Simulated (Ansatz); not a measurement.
# BiSb (model cell, started as layered BN type): phonons and vibrational spectra

How does BiSb (model cell, started as layered BN type) vibrate, and is this structure a minimum?

Program: Ansatz 0.2.0. Level of theory: DFT PBEsol, scalar-relativistic, plane waves, PAW. Results are calculated unless marked as measured.

The structure was built from a prototype and need not be the compound's stable phase.

### Step 1. The starting structure

The structure is hexagonal, space group P6_3/mmc (No. 194). The conventional cell has a = 4.940 Å, b = 4.940 Å, c = 7.130 Å, α = 90.00°, β = 90.00°, γ = 120.00°. Sb has 3 Bi at 2.85 Å nearest. Nearest to Bi lie 3 Sb at 2.85 Å. Farther neighbours are not listed.

### Step 2. Bringing the structure to rest

The cell and atoms are relaxed, since residual forces and stress would shift the frequencies.

input.yaml

```yaml
crystal:
  lattice:
    - [4.93981, 0.0, 0.0]
    - [-2.4699, 4.278, 0.0]
    - [0.0, 0.0, 7.13]
  atoms:
    - { symbol: Sb, position: [0.333333, 0.666667, 0.25] }
    - { symbol: Sb, position: [0.666667, 0.333333, 0.75] }
    - { symbol: Bi, position: [0.666667, 0.333333, 0.25] }
    - { symbol: Bi, position: [0.333333, 0.666667, 0.75] }
kpoints:
  mp_grid: { grid: [12, 12, 6] }
hamiltonian:
  xc: pbesol
scf:
  occupations: { method: gaussian, width: 0.1 }
output:
  forces: true
  stress: true
  eigenvalues: true
relax:
  adjacent_minimum: "off"
  f_tol: 0.005
  max_steps: 80
  cell: { stress_tol: 0.05 }
```

Run with:

```sh
$ ansatz run input.yaml --threads 4 --pin off --max-ram 7168MiB --backend cpu --events-out ev --progress --plain --runs-dir out
```

Numbers of over 12 decimals in the logs are rounded to 6 here.

The log of the run:

```text
Warning: the atoms were moved onto the symmetric positions of the space group found under crystal.symmetry.tolerance 1.0e-5 (fractional; no operation is sought that the atoms, as they stand in a round, miss by more than twice it, and no atom is moved by as much as it), and the run uses the moved positions. Before a round's move an operation carried an atom to 4.94e-6 Å from where it should land, the largest such dist [...]
Engine: ansatz 0.2.0, aarch64-unknown-linux-gnu
Pseudopotentials: kind: paw
Pseudopotential: Sb, paw, valence charge 15, recommended cutoff 420 eV (normal), Sb.paw.azcp
Pseudopotential: Bi, paw, valence charge 15, recommended cutoff 420 eV (normal), Bi.paw.azcp
Functional definition: PBEsol
  exchange = pbesol_x
  correlation = pbesol_c
Crystal: 4 atoms, lattice volume = 150.675 Å³
Basis set: ecut = 420 eV, 2969 PW (Γ), exchange–correlation on 72×72×96 points (8 copies of the dense FFT grid, shifted against one another)
Bands: 36, of which v1, the nominal top of the filled ones, is band 30 counted from 1 (29 counted from 0)
Symmetry: 24 space group operations
Space group: P63/mmc (ITA 194), of the structure as read, at distance tolerance 5.3e-5 Å
k-points: 76 of 864
Non-local potential: Sb, projectors of the file, l = 0: 2, l = 1: 2, l = 2: 2, l = 3: 2
Non-local potential: Bi, projectors of the file, l = 0: 2, l = 1: 2, l = 2: 2, l = 3: 2
PAW form: soft (Blöchl's): semilocal exchange-correlation on the pseudo side does not see the compensation charge
PAW frozen core: Sb, regenerated for the run's functional, and the local potential with it (the file was generated under x = pbe(κ = 0.804, μ = 0.219515), c = pbe(β = 0.066725))
PAW frozen core: Bi, regenerated for the run's functional, and the local potential with it (the file was generated under x = pbe(κ = 0.804, μ = 0.219515), c = pbe(β = 0.066725))
PAW one-centre angular grid: Sb, 590 points (default); XC on 64 Gauss nodes
PAW one-centre angular grid: Bi, 590 points (default); XC on 64 Gauss nodes
Initial density: superposition of atomic densities (neutral atoms: chi_scale 0, normalization atom), corrected by the library's trained network
Initial wavefunctions: pseudopotential atomic-orbital guess
Functional: x = pbesol(κ = 0.804, μ = 0.123457), c = pbesol(β = 0.046)
SCF iter   1: F=—  HF=-37298.530372 eV  |F-HF|=—  |Δ(HF+E_count)|=         —  Δρ=2.35e-3  dr2=7.72e-3  ethr=1.77e-3  ⟨swp⟩=6.7  Hψ=11917  notcnv=0
preconditioner: auto → LDOS  [metal: Δε(μ)=0.031 eV  Ē_g=7.968 eV  σ=0.100 eV  W_gap=0.17  n_scr=34 (ndim 8)  ℏωp=13.5 eV  f_vac=0.097  D(μ)=2.52/eV (n_scr^D=20)  β→1.0]
SCF iter   2: F=—  HF=-37298.529469 eV  |F-HF|=—  |Δ(HF+E_count)|=   9.03e-4  Δρ=7.09e-4  dr2=7.04e-4  ethr=1.29e-5  ⟨swp⟩=2.0  Hψ=5710  notcnv=0  defer=33
SCF iter   3: F=—  HF=-37298.529324 eV  |F-HF|=—  |Δ(HF+E_count)|=   1.45e-4  Δρ=3.48e-4  dr2=1.51e-4  ethr=1.17e-6  ⟨swp⟩=2.0  Hψ=4930  notcnv=0  defer=33
SCF iter   4: F=—  HF=-37298.529257 eV  |F-HF|=—  |Δ(HF+E_count)|=   6.71e-5  Δρ=1.17e-4  dr2=1.57e-5  ethr=2.52e-7  ⟨swp⟩=2.4  Hψ=4883  notcnv=0  defer=33
SCF iter   5: F=—  HF=-37298.529235 eV  |F-HF|=—  |Δ(HF+E_count)|=   2.19e-5  Δρ=2.01e-5  dr2=6.03e-7  ethr=2.61e-8  ⟨swp⟩=2.0  Hψ=4910  notcnv=0  defer=33
SCF iter   6: F=-37298.529235 eV  HF=-37298.529235 eV  |F-HF|=1.05e-8  |Δ(HF+E_count)|=   2.20e-7  Δρ=2.81e-6  dr2=1.42e-8  ethr=1.67e-10  ⟨swp⟩=9.9  Hψ=13451  notcnv=0
SCF 1 converged in 6 iterations: F = -37298.529235 eV  dr2 = 1.42e-8
  greatest PAW one-centre occupation: 0.996 electrons in one spin orbital (limit 2), on the Sb atom at site 1 (counted from 0), in its partial waves of l = 2
relax step   1: F+E_penalty+E_count = -37298.52923462 eV  Δ(F+E_penalty+E_count) = +0.000e0 eV  max|allowed force component| = 5.736e-16 eV/Å  Δτ_max = 0.0000 Å  P = +3.984 GPa  Ω = 150.675 Å³  (6 SCF iters, dr2 threshold 1.00e-7 eV, accepted)
Crystal: 4 atoms, lattice volume = 158.462 Å³
Basis set: ecut = 420 eV, 3137 PW (Γ), exchange–correlation on 72×72×96 points (8 copies of the dense FFT grid, shifted against one another)
Initial density: handed on by an earlier stage of this run
Initial wavefunctions: those handed on with the density
iter 1 solved again at ethr=6.13e-6 eV; its pass at ethr=3.10e-3 eV (dr2=3.68e-3 eV) is discarded
SCF iter   1: F=—  HF=-37299.265431 eV  |F-HF|=—  |Δ(HF+E_count)|=         —  Δρ=1.53e-3  dr2=3.70e-3  ethr=6.13e-6  ⟨swp⟩=2.5  Hψ=18618  notcnv=0
preconditioner: auto → LDOS  [metal: Δε(μ)=0.046 eV  Ē_g=7.696 eV  σ=0.100 eV  W_gap=0.25  n_scr=34 (ndim 8)  ℏωp=13.2 eV  f_vac=0.131  D(μ)=2.27/eV (n_scr^D=8)  β→1.0]
SCF iter   2: F=—  HF=-37299.265596 eV  |F-HF|=—  |Δ(HF+E_count)|=   1.66e-4  Δρ=3.80e-4  dr2=1.76e-4  ethr=6.13e-6  ⟨swp⟩=2.0  Hψ=3507  notcnv=0
SCF iter   3: F=—  HF=-37299.265599 eV  |F-HF|=—  |Δ(HF+E_count)|=   3.16e-6  Δρ=1.63e-4  dr2=2.86e-5  ethr=2.94e-7  ⟨swp⟩=2.0  Hψ=4593  notcnv=0
SCF iter   4: F=—  HF=-37299.265588 eV  |F-HF|=—  |Δ(HF+E_count)|=   1.11e-5  Δρ=3.21e-5  dr2=2.68e-6  ethr=4.77e-8  ⟨swp⟩=2.0  Hψ=4299  notcnv=0
SCF iter   5: F=-37299.265588 eV  HF=-37299.265588 eV  |F-HF|=8.11e-9  |Δ(HF+E_count)|=   6.51e-7  Δρ=7.87e-6  dr2=7.89e-8  ethr=6.67e-10  ⟨swp⟩=7.5  Hψ=12635  notcnv=0
SCF 2 converged in 5 iterations: F = -37299.265588 eV  dr2 = 7.89e-8
relax step   2: F+E_penalty+E_count = -37299.26558775 eV  Δ(F+E_penalty+E_count) = -7.364e-1 eV  max|allowed force component| = 1.314e-15 eV/Å  Δτ_max = 0.0000 Å  P = -0.226 GPa  Ω = 158.462 Å³  energy of the carried Pulay correction = -1.326e-3 eV  (5 SCF iters, dr2 threshold 4.00e-7 eV, accepted)
Crystal: 4 atoms, lattice volume = 155.223 Å³
Basis set: ecut = 420 eV, 3039 PW (Γ), exchange–correlation on 72×72×96 points (8 copies of the dense FFT grid, shifted against one another)
iter 1 solved again at ethr=1.11e-5 eV; its pass at ethr=3.10e-3 eV (dr2=6.67e-3 eV) is discarded
SCF iter   1: F=—  HF=-37299.452935 eV  |F-HF|=—  |Δ(HF+E_count)|=         —  Δρ=1.54e-3  dr2=6.83e-3  ethr=1.11e-5  ⟨swp⟩=2.5  Hψ=16382  notcnv=0
preconditioner: auto → LDOS  [metal: Δε(μ)=0.015 eV  Ē_g=7.783 eV  σ=0.100 eV  W_gap=0.08  n_scr=22 (ndim 8)  ℏωp=13.3 eV  f_vac=0.132  D(μ)=2.28/eV (n_scr^D=8)  β→1.0]
SCF iter   2: F=—  HF=-37299.452000 eV  |F-HF|=—  |Δ(HF+E_count)|=   9.34e-4  Δρ=3.80e-4  dr2=3.44e-4  ethr=1.11e-5  ⟨swp⟩=2.0  Hψ=3364  notcnv=0
SCF iter   3: F=—  HF=-37299.451946 eV  |F-HF|=—  |Δ(HF+E_count)|=   5.47e-5  Δρ=1.08e-4  dr2=2.88e-5  ethr=5.73e-7  ⟨swp⟩=2.3  Hψ=4673  notcnv=0
SCF iter   4: F=—  HF=-37299.451944 eV  |F-HF|=—  |Δ(HF+E_count)|=   1.66e-6  Δρ=4.09e-5  dr2=2.10e-6  ethr=4.80e-8  ⟨swp⟩=2.0  Hψ=5028  notcnv=0
SCF iter   5: F=-37299.451943 eV  HF=-37299.451943 eV  |F-HF|=3.54e-9  |Δ(HF+E_count)|=   7.98e-7  Δρ=5.81e-6  dr2=7.29e-8  ethr=6.67e-10  ⟨swp⟩=7.0  Hψ=12748  notcnv=0
SCF 3 converged in 5 iterations: F = -37299.451943 eV  dr2 = 7.29e-8
relax step   3: F+E_penalty+E_count = -37299.45194316 eV  Δ(F+E_penalty+E_count) = -1.864e-1 eV  max|allowed force component| = 7.216e-16 eV/Å  Δτ_max = 0.0000 Å  P = +0.168 GPa  Ω = 155.223 Å³  energy of the carried Pulay correction = -8.614e-4 eV  (5 SCF iters, dr2 threshold 4.00e-7 eV, accepted)
[...]
relax step   4: F+E_penalty+E_count = -37299.46177057 eV  Δ(F+E_penalty+E_count) = -9.827e-3 eV  max|allowed force component| = 5.181e-16 eV/Å  Δτ_max = 0.0000 Å  P = +0.192 GPa  Ω = 154.819 Å³  energy of the carried Pulay correction = -8.113e-4 eV  (4 SCF iters, dr2 threshold 4.00e-7 eV, accepted)
[...]
relax step   5: F+E_penalty+E_count = -37299.46220361 eV  Δ(F+E_penalty+E_count) = -4.330e-4 eV  max|allowed force component| = 5.274e-16 eV/Å  Δτ_max = 0.0000 Å  P = -0.024 GPa  Ω = 155.663 Å³  energy of the carried Pulay correction = -9.454e-4 eV  (4 SCF iters, dr2 threshold 2.49e-7 eV, accepted)
Basis set: ecut = 420 eV, 3039 PW (Γ), exchange–correlation on 72×72×90 points (8 copies of the dense FFT grid, shifted against one another)
Initial wavefunctions: pseudopotential atomic-orbital guess (no wavefunctions were taken with the density)
iter 1 solved again at ethr=3.16e-7 eV; its pass at ethr=3.10e-3 eV (dr2=1.89e-4 eV) is discarded
SCF iter   1: F=—  HF=-37299.452898 eV  |F-HF|=—  |Δ(HF+E_count)|=         —  Δρ=6.06e-4  dr2=4.21e-5  ethr=3.16e-7  ⟨swp⟩=3.3  Hψ=18932  notcnv=0
preconditioner: auto → LDOS  [metal: Δε(μ)=0.021 eV  Ē_g=7.776 eV  σ=0.100 eV  W_gap=0.12  n_scr=22 (ndim 8)  ℏωp=13.3 eV  f_vac=0.137  D(μ)=2.49/eV (n_scr^D=20)  β→1.0]
SCF iter   2: F=—  HF=-37299.463216 eV  |F-HF|=—  |Δ(HF+E_count)|=   1.03e-2  Δρ=4.71e-5  dr2=1.32e-5  ethr=7.02e-8  ⟨swp⟩=3.0  Hψ=3955  notcnv=0
SCF iter   3: F=—  HF=-37299.463215 eV  |F-HF|=—  |Δ(HF+E_count)|=   1.03e-6  Δρ=3.43e-5  dr2=3.65e-6  ethr=2.20e-8  ⟨swp⟩=2.0  Hψ=3337  notcnv=0
SCF iter   4: F=—  HF=-37299.463226 eV  |F-HF|=—  |Δ(HF+E_count)|=   1.07e-5  Δρ=1.05e-5  dr2=2.28e-7  ethr=6.09e-9  ⟨swp⟩=2.0  Hψ=3446  notcnv=0
SCF iter   5: F=—  HF=-37299.463226 eV  |F-HF|=—  |Δ(HF+E_count)|=   2.93e-7  Δρ=2.84e-6  dr2=9.35e-9  ethr=3.80e-10  ⟨swp⟩=2.0  Hψ=5036  notcnv=0
SCF iter   6: F=—  HF=-37299.463226 eV  |F-HF|=—  |Δ(HF+E_count)|=   1.87e-8  Δρ=4.34e-7  dr2=2.32e-10  ethr=1.56e-11  ⟨swp⟩=2.0  Hψ=4284  notcnv=0
SCF iter   7: F=-37299.463226 eV  HF=-37299.463226 eV  |F-HF|=0.00e0  |Δ(HF+E_count)|=  9.39e-10  Δρ=9.13e-8  dr2=1.86e-11  ethr=1.00e-12  ⟨swp⟩=5.8  Hψ=11286  notcnv=0
SCF 6 converged in 7 iterations: F = -37299.463226 eV  dr2 = 1.86e-11
relax step   6: F+E_penalty+E_count = -37299.46322595 eV  Δ(F+E_penalty+E_count) = -1.022e-3 eV  max|allowed force component| = 6.199e-16 eV/Å  Δτ_max = 0.0000 Å  P = -0.018 GPa  Ω = 155.663 Å³  stress off target by 4.39e-2 GPa  SCF on the basis re-selected at this cell (its energy is not comparable with the rows above)  (7 SCF iters)
basis re-selected at this cell: Δ(F+E_penalty+E_count) = -1.022e-3 eV, ΔP = +0.006 GPa vs the last step (what re-selecting the basis moved, of the pressure what is left beyond the Pulay correction that the steps carried, after the strain that the cell walked since its last selection, with what the two solves' SCF thresholds leave and, on support functions, any second-order correction that the steps lacked; it is no measure of the basis error at this ecutwfc). The dense FFT grid was sized anew with the basis: this SCF ran on 36×36×45 points, the steps before it on 36×36×48, so part of this shift can come from that change (see relax.cell in the input reference). [rest of the remark cut]
SCF converged after 7 iterations
Free energy (F): -37299.463226 eV
Harris-Foulkes:  -37299.463226 eV  (|F-HF|=0.00e0)
Internal energy: -37299.450646 eV  (E = F + TS)
E sigma→0 (E₀):  -37299.456936 eV
Entropy (-TS):   -0.012580 eV (-3.145 meV/atom)
Fermi energy:    7.689517 eV
--- Per-component energies (eV) ---
  E_band       = -690.501263
  E_kinetic    = 1019.476177
  E_local      = -7339.183049  (includes V_loc(G=0)·N_el)
  E_nonlocal   = 1851.514850
  E_hartree    = 2909.866939
  E_xc         = -574.855933
  E_vxc        = -480.523744  (∫ρ·V_xc dr)
  E_paw        = -30017.484524  (= ΣΔE_a)
  E_vpaw       = -1561.518792  (= ΣTr[D̂ρ^β])
  E_aug_tail   = -0.000922  (compensation charges beyond the density's cutoff)
  E_ewald      = -5149.627404
  E_core_change = 0.843218  (= ΣΔE_core)
  E_smearing   = -0.012580  (= −TS)
  E_closure    = 0.000000  (closes the sum)
  Σ components = -37299.463226   (vs F -37299.463226, Δ=0.00e0)
--- Forces (eV/Å), atoms counted from 1 ---
  atom   1  Sb    -0.00000000     0.00000000     0.00000000
  atom   2  Sb     0.00000000    -0.00000000     0.00000000
  atom   3  Bi     0.00000000    -0.00000000     0.00000000
  atom   4  Bi     0.00000000     0.00000000     0.00000000
  max |Σ_I F_I| component: 7.40e-17 eV/Å
--- Stress (GPa, compression-positive) ---
       -0.005168      -0.000000       0.000000
       -0.000000      -0.005168       0.000000
        0.000000       0.000000      -0.043869
  P = ⅓ Tr σ = -0.0181 GPa (-0.181 kbar)
--- Band table (eV; the first three rows and the last of 76) ---
  k-point 0: bands = [... 26 lower, 4.1782, 5.9736, 5.9736, 5.9781, 7.7491, 7.7491, 9.8873, 9.8873, ... 2 higher]
  k-point 1: bands = [... 26 lower, 4.2679, 5.8020, 5.8020, 6.4955, 7.8438, 7.8438, 9.6420, 9.6420, ... 2 higher]
  k-point 2: bands = [... 26 lower, 4.5274, 5.3916, 5.3916, 7.5890, 7.9465, 8.1221, 8.1221, 9.1114, ... 2 higher]
  k-point 75: bands = [... 26 lower, 7.1487, 7.1487, 7.3027, 7.3027, 7.7421, 7.7421, 8.2214, 8.2214, ... 2 higher]
--- Relaxed structure (5 steps of the walk, 5 accepted, 1 SCFs on fresh bases) ---
  F+E_penalty+E_count = -37299.46322595 eV   max|allowed force component| = 6.199e-16 eV/Å   (the final SCF, on the basis selected at the relaxed cell)
  cell:  # Å, volume = 155.6627 Å³
    - [5.300274, -3.0974013195477627e-6, 0.0]
    - [-2.650134, 4.590173, 0.0]
    - [0.0, 0.0, 6.398193]
  atoms:
    - { symbol: Sb, position: [0.333333, 0.666667, 0.250000] }
    - { symbol: Sb, position: [0.666667, 0.333333, 0.750000] }
    - { symbol: Bi, position: [0.666667, 0.333333, 0.250000] }
    - { symbol: Bi, position: [0.333333, 0.666667, 0.750000] }
```

The job ended after 32 s (4 threads of Arm Neoverse V2, shared host; peak memory 0.68 GiB).

Relaxation path:

```tsv
step	energy less that of the first step (eV)	largest force component (eV/Å)	pressure (GPa)	volume (Å³)
1	0.0000	0.0000	3.98	150.67
2	-0.7364	0.0000	-0.23	158.46
3	-0.9227	0.0000	0.17	155.22
4	-0.9325	0.0000	0.19	154.82
5	-0.9330	0.0000	-0.02	155.66
6*	-0.9340	0.0000	-0.02	155.66
```

Relaxation steps marked * repeat the geometry before them on a plane-wave basis chosen anew for their cell, so energy and pressure can jump there.

The run keeps the 24 symmetry operations that it works with, so distortions that break them were not tested.

```tsv
conventional cell, symmetrised	before	after	change
a (Å)	4.940	5.300	+7.3 %
b (Å)	4.940	5.300	+7.3 %
c (Å)	7.130	6.398	-10.3 %
volume (Å³/atom)	37.67	38.92	+3.3 %
```

Final coordinates:

```cif
data_structure
_symmetry_space_group_name_H-M 'P 1'
_symmetry_Int_Tables_number 1
_cell_length_a 5.3003
_cell_length_b 5.3003
_cell_length_c 6.3982
_cell_angle_alpha 90.000
_cell_angle_beta 90.000
_cell_angle_gamma 120.000
_cell_volume 155.66
loop_
_atom_site_label
_atom_site_type_symbol
_atom_site_fract_x
_atom_site_fract_y
_atom_site_fract_z
_atom_site_occupancy
Sb1 Sb 0.33333 0.66667 0.25000 1
Sb2 Sb 0.66667 0.33333 0.75000 1
Bi3 Bi 0.66667 0.33333 0.25000 1
Bi4 Bi 0.33333 0.66667 0.75000 1
```

Numbers from this step:

```
pressure          : -0.01807 GPa
volume per atom   : 38.92 Å³
gap on the k-mesh : 0 eV
```

In this step the volume went from 37.67 to 38.92 Å³/atom.

### Step 3. Relaxing to small forces for the phonons

Phonons need a cell at rest on their own settings, so the relaxation is repeated with tight tolerances on forces and stress, using the mesh and the filling of the phonon run that follows.

input.yaml

```yaml
crystal:
  lattice:
    - [5.3002737268, -3.0974e-06, 0.0]
    - [-2.650134181, 4.5901732431, 0.0]
    - [0.0, 0.0, 6.3981926492]
  atoms:
    - { symbol: Sb, position: [0.3333333333, 0.6666666667, 0.25] }
    - { symbol: Sb, position: [0.6666666667, 0.3333333333, 0.75] }
    - { symbol: Bi, position: [0.6666666667, 0.3333333333, 0.25] }
    - { symbol: Bi, position: [0.3333333333, 0.6666666667, 0.75] }
kpoints:
  mp_grid: { grid: [12, 12, 6] }
hamiltonian:
  xc: pbesol
scf:
  occupations: { method: methfessel_paxton, width: 0.2 }
output:
  forces: true
  stress: true
  eigenvalues: true
relax:
  adjacent_minimum: "off"
  f_tol: 0.001
  max_steps: 60
  cell: { stress_tol: 0.01 }
```

The log of the run:

```text
[...]
Crystal: 4 atoms, lattice volume = 155.663 Å³
Basis set: ecut = 420 eV, 3039 PW (Γ), exchange–correlation on 72×72×90 points (8 copies of the dense FFT grid, shifted against one another)
Bands: 36, of which v1, the nominal top of the filled ones, is band 30 counted from 1 (29 counted from 0)
Symmetry: 24 space group operations
[...]
k-points: 76 of 864
[...]
--- Relaxed structure (3 steps of the walk, 3 accepted, 1 SCFs on fresh bases) ---
[...]
cell:  # Å, volume = 155.5343 Å³
    - [5.301635, -3.098179799632627e-6, 0.0]
    - [-2.650815, 4.591352, 0.0]
    - [0.0, 0.0, 6.389633]
  atoms:
    - { symbol: Sb, position: [0.333333, 0.666667, 0.25] }
    - { symbol: Sb, position: [0.666667, 0.333333, 0.75] }
    - { symbol: Bi, position: [0.666667, 0.333333, 0.25] }
    - { symbol: Bi, position: [0.333333, 0.666667, 0.75] }
[key lines of the parts left out:]
SCF converged after 5 iterations
Free energy (F): -37299.458835 eV
Fermi energy:    7.699587 eV
P = ⅓ Tr σ = -0.0007 GPa (-0.007 kbar)
```

Wall time 21 s (4 threads); peak memory 0.68 GiB.

Step by step:

```tsv
step	energy less that of the first step (eV)	largest force component (eV/Å)	pressure (GPa)	volume (Å³)
1	0.0000	0.0000	-0.03	155.66
2	-0.0001	0.0000	0.01	155.50
3	-0.0001	0.0000	0.00	155.53
4*	-0.0001	0.0000	0.00	155.53
```

Relaxation steps marked * repeat the geometry before them on a plane-wave basis chosen anew for their cell, so energy and pressure can jump there.

The run keeps the 24 symmetry operations that it works with, so distortions that break them were not tested.

```tsv
conventional cell, symmetrised	before	after	change
a (Å)	5.300	5.302	+0.0 %
b (Å)	5.300	5.302	+0.0 %
c (Å)	6.398	6.390	-0.1 %
volume (Å³/atom)	38.92	38.88	-0.1 %
```

This step gave:

| Property | Result |
| --- | --- |
| pressure | -6.73e-4 GPa |
| volume per atom | 38.88 Å³ |

The forces vanish by symmetry and the pressure is -0.001 GPa, within the tolerances set. The cell now holds 38.88 Å³/atom.

[end of part 1 of 2]

[Logs are printed without paths, hosts, clocks, repeated set-up lines and the standing remarks that a program may print on its own settings, such as how far it seeks lower states.]

[Hosts, paths, dates, database ids (printed as entryN), source tags and the programs' standing remarks are cut or masked in the printed files.]
